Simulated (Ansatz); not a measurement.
# Ti2NF2 MXene bilayer (AB) in a perpendicular field, part 2 of 2

What dipole does a perpendicular field induce in the Ti2NF2 MXene bilayer (AB)? A positive field points along +c.

Ansatz 0.2.0; plane-wave DFT, PBE-D3(BJ), Ansatz PAW.

So far. Step 8 (Single point, field 0.35 V/Å): The dipole is 0.190 e·Å.

**9. Response, atoms held**

This step: plane-wave DFT, PBE-D3(BJ), Ansatz PAW; response to a field along the normal, atoms held (Ansatz 0.2.0).

The dipoles give the slope, and the difference of two potentials shows where the field is screened.

Numbers from this step:

* equivalent conductor thickness p/(ε₀AE): 12.37 Å
* distance between the outer atoms: 12.11 Å

Table of dipole of the cell by applied field:

```
applied field (V/Å)  dipole of the cell (e·Å)
             -0.200                    -0.108
             -0.100                   -0.0542
              0.000                   -3.7e-7
              0.100                    0.0542
              0.200                     0.108
              0.350                     0.190
```

Local field over the applied field, running mean. From the potentials at -0.1 and 0.1 V/Å; running mean over 2.5 Å. The local field over applied field by z:

```
z (Å)  local field over applied field
  4.5                           1.000
  5.0                           1.000
  5.5                           0.999
  6.0                           0.996
  6.5                           0.986
  7.0                           0.951
  7.5                           0.866
  8.0                           0.742
  8.5                           0.599
  9.0                           0.451
  9.5                           0.299
 10.0                           0.186
 10.5                           0.108
 11.0                          0.0524
 11.5                          0.0111
 12.0                        -0.00187
 12.5                        -0.00386
 13.0                         -5.4e-4
 13.5                          9.9e-4
 14.0                         0.00116
 14.5                         0.00104
 15.0                         0.00118
 15.5                         0.00106
 16.0                         0.00119
 16.5                          9.4e-4
 17.0                          2.6e-4
 17.5                        -0.00339
 18.0                        -0.00288
 18.5                         0.00602
 19.0                          0.0413
 19.5                          0.0937
 20.0                           0.166
 20.5                           0.269
 21.0                           0.416
 21.5                           0.566
 22.0                           0.710
 22.5                           0.840
 23.0                           0.937
 23.5                           0.981
 24.0                           0.995
 24.5                           0.999
 25.0                           1.000
 25.5                           1.000
```

The induced electron density oscillates, so the rows of the table below give means over windows of 1 Å about each position, cut where the curve ends. Its maxima inside the range that stand out by 2 % of the span (Å: e/Å³ per V/Å): 8.4: 0.00339, 9.1: 0.00184, 10.2: 0.00219, 12.4: 1.6e-4, 17.3: 1.1e-4, 18.1: 3.5e-4, 20.5: -1.4e-4, 21.2: -0.00138. Its minima: 8.9: 0.00138, 9.6: 1.4e-4, 12.0: -3.5e-4, 12.8: -1.1e-4, 17.7: -1.6e-4, 19.9: -0.00219, 21.1: -0.00184, 21.7: -0.00338.

Electrons, planar mean, per unit field. Induced electron density against z; means over each step:

```
z (Å)  induced electron density (e/Å³ per V/Å)
    5                                   9.8e-7
    6                                   1.7e-5
    7                                   2.5e-4
    8                                  0.00211
    9                                  0.00168
   10                                  0.00114
   11                                   4.2e-4
   12                                  -1.0e-4
   13                                  -3.8e-7
   14                                  -8.6e-6
   15                                  -5.7e-7
   16                                   9.3e-6
   17                                   5.0e-6
   18                                   1.1e-4
   19                                  -3.3e-4
   20                                 -0.00122
   21                                 -0.00137
   22                                 -0.00236
   23                                  -3.4e-4
   24                                  -2.3e-5
   25                                  -1.3e-6
```

By hand: between -0.1 and 0.1 V/Å the dipole changes by 0.1084 e·Å, a slope of 0.5418 e·Å²/V. A perfect conductor of thickness t has p = ε₀AEt, so t = 180.95 × 0.5418 / 7.925 = 12.37 Å (e/ε₀ = 180.95 V·Å, A in Å²).

The induced dipole is that of a conductor 12.37 Å thick.

**10. A changed input: scf.mixing.preconditioner = "local_kerker"**

This step: plane-wave DFT, PBE-D3(BJ), Ansatz PAW (Ansatz 0.2.0).

A run with a changed input: it repeats the earlier run at 0.1 V/Å with scf.mixing.preconditioner to local_kerker.

File input.yaml:

```yaml
crystal:
  lattice:
    - [3.0251070851, 0.0, 0.0]
    - [-1.5125535425, 2.6198195848, 0.0]
    - [0.0, 0.0, 30.113060794]
  atoms:
    - { symbol: F, position: [0.3333333333, 0.6666666667, 0.298873637] }
    - { symbol: Ti, position: [0.6666666667, 0.3333333333, 0.3405756745] }
    - { symbol: "N", position: [0.0, 0.0, 0.3763780793] }
    - { symbol: Ti, position: [0.3333333333, 0.6666666667, 0.4121850962] }
    - { symbol: F, position: [0.6666666667, 0.3333333333, 0.4536592319] }
    - { symbol: F, position: [0.6666666667, 0.3333333333, 0.5463407681] }
    - { symbol: Ti, position: [0.0, 0.0, 0.5878149038] }
    - { symbol: "N", position: [0.3333333333, 0.6666666667, 0.6236219207] }
    - { symbol: Ti, position: [0.6666666667, 0.3333333333, 0.6594243255] }
    - { symbol: F, position: [0.0, 0.0, 0.701126363] }
kpoints:
  mp_grid: { grid: [18, 18, 1] }
  band_path:
    path: [[0, 0, 0], [0.5, 0, 0], [0.33333333, 0.33333333, 0], [0, 0, 0]]
    npoints: 16
hamiltonian:
  xc: pbe
  dispersion: d3bj
scf:
  occupations: { method: fermi_dirac, width: 0.05 }
  convergence: { dr2_threshold: 1.0e-10 }
  mixing: { preconditioner: local_kerker }
efield:
  axis: 3
  dipole_correction: true
  ramp_position: 0.9425
  ramp_width: 0.1149
  amplitude: 0.1
output:
  write_potential: true
  write_density: true
  volumetric_format: npy
```

Run with:

```console
$ ansatz run input.yaml --threads 4 --pin off --max-ram 6144MiB --backend cpu --events-out ev --progress --plain --runs-dir out
```

Wall time 30 s (4 threads of Arm Neoverse V2, shared host); peak memory 0.82 GiB; 2 min of CPU time.

Numbers from this step:

```yaml
energy_at_zero_smearing: -14016.2101 eV
dipole_along_the_normal: 0.05418 e·Å
```

Electronic bands along the path, in eV, zero at the Fermi level:

```
  point  band 39  band 40  band 41  band 42  band 43  band 44  band 45  band 46
      Γ    -4.90    -4.90    -0.64    -0.64    -0.64    -0.64    -0.01     0.00
halfway    -5.23    -5.22    -1.61    -1.59     0.26     0.26     0.33     0.35
      M    -5.28    -5.27    -2.36    -2.35     1.23     1.24     1.34     1.34
halfway    -5.43    -5.43    -1.54    -1.53     0.73     0.73     0.97     0.98
      K    -5.48    -5.48    -0.08    -0.08     0.07     0.08     0.08     0.11
halfway    -5.38    -5.32    -1.12    -1.10    -0.65    -0.65     1.07     1.08
      Γ    -4.90    -4.90    -0.64    -0.64    -0.64    -0.64    -0.01     0.00
```

```
                     quantity  this run  earlier run  difference
dipole along the normal (e·Å)   0.05418      0.05418      3.9e-6
```

The dipole moves by under 0.5 % or 5e-5 e·Å. The run took 25 SCF cycles against 13.

Of the bands kept, 3 cross the Fermi level on this path.

**11. Results**

| Quantity | Value |
| --- | --- |
| gap without field | none |
| work function, upper face | 4.44 eV |
| equivalent conductor thickness, atoms held | 12.4 Å |

The induced dipole equals that of a perfect conductor 12.37 Å thick, while the outer atoms lie 12.11 Å apart. There is no gap over 0.03 eV, with or without the field. The first relaxation ran with spin and lost its moment, and the later runs have none; other magnetic states were not tried. The MXene's terminations sit over the metal atoms of its far layer; the site over carbon or nitrogen, which some compounds prefer, was not run.

[Logs are printed without paths, hosts, clocks, repeated set-up lines and the standing remarks that a program may print on its own settings, such as how far it seeks lower states.]

[Hosts, paths, dates, database ids (printed as entryN), source tags and the programs' standing remarks are cut or masked in the printed files.]

[Maps of the electrostatic potential energy from Ansatz leave out the sawtooth potential of an applied field or a dipole correction, so their vacuum need not be flat; planar profiles and work functions include it.]
